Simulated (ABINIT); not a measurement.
Entries from a set of simulations; values are calculated unless marked as measured.

```
KBr (Fm-3m): G0W0 with ABINIT, start to end
1.0
     0.00000    3.30000    3.30000
     3.30000    0.00000    3.30000
     3.30000    3.30000    0.00000
K Br
1 1
Direct
  0.00000 0.00000 0.00000
  0.50000 0.50000 0.50000
# method: RPA screening on PBE with spin-orbit coupling, plane waves, norm-conserving pseudopotentials (and 2 further levels or steps)
# program: ABINIT 10.8.3
# settings: cutoff 33 Ha, PseudoDojo fully relativistic 0.4 standard, norm-conserving, ngkpt (4, 4, 4), nband 144, ecuteps 4.4 Ha, shiftk (0, 0, 0), symchi 1, awtr 1, frequency ppm, 4×4×4 k-mesh
# cost: 5 runs, 4.2 min in all on 8 MPI ranks of Arm Neoverse V1, shared host
# notes: The program’s warnings: Neglecting <n,k|[Vnl,iqr]|m,k>. The cell and positions come from the Crystallography Open Database and are kept as given unless a step says otherwise. Limits: screening head approximate.
# PBE gap: 4.27 eV, direct
# G0W0 gap on the mesh: 6.56 eV
# GW settings: 4×4×4 mesh, 144 bands, screening to 119.7 eV, Godby-Needs plasmon pole
# known limits: short of the basis limit; screening head approximate
```

[Long decimals in the printed logs are rounded to 6 places.]

[Logs are printed without paths, hosts, clocks, repeated set-up lines and the standing remarks that a program may print on its own settings, such as how far it seeks lower states.]

[Paths, hosts, dates, memory and timing lines, banners, echoed tables and standing remarks are left out of the program output; an Ansatz launch command may be rebuilt from the run's recorded settings. Measured values are a selection of at most five: reports struck by readers or far from the other reports are left out. None is set beside runs whose start may be inverted or whose files or cutoffs have a known fault.]

[Runs of the session that timed out or met a known fault of the program may be left out.]

[Hosts, paths, dates, database ids (printed as entryN), source tags and the programs' standing remarks are cut or masked in the printed files.]

[G0W0 gaps are taken among the corrected bands and points alone; a level outside them can change the order at an edge.]

[Where Ansatz stands beside ABINIT at settings called matched, ABINIT's density can come from a denser mesh and the files from another edition; pairs whose starting gaps differed by over 0.03 eV were left out, so agreement reads better than it is.]
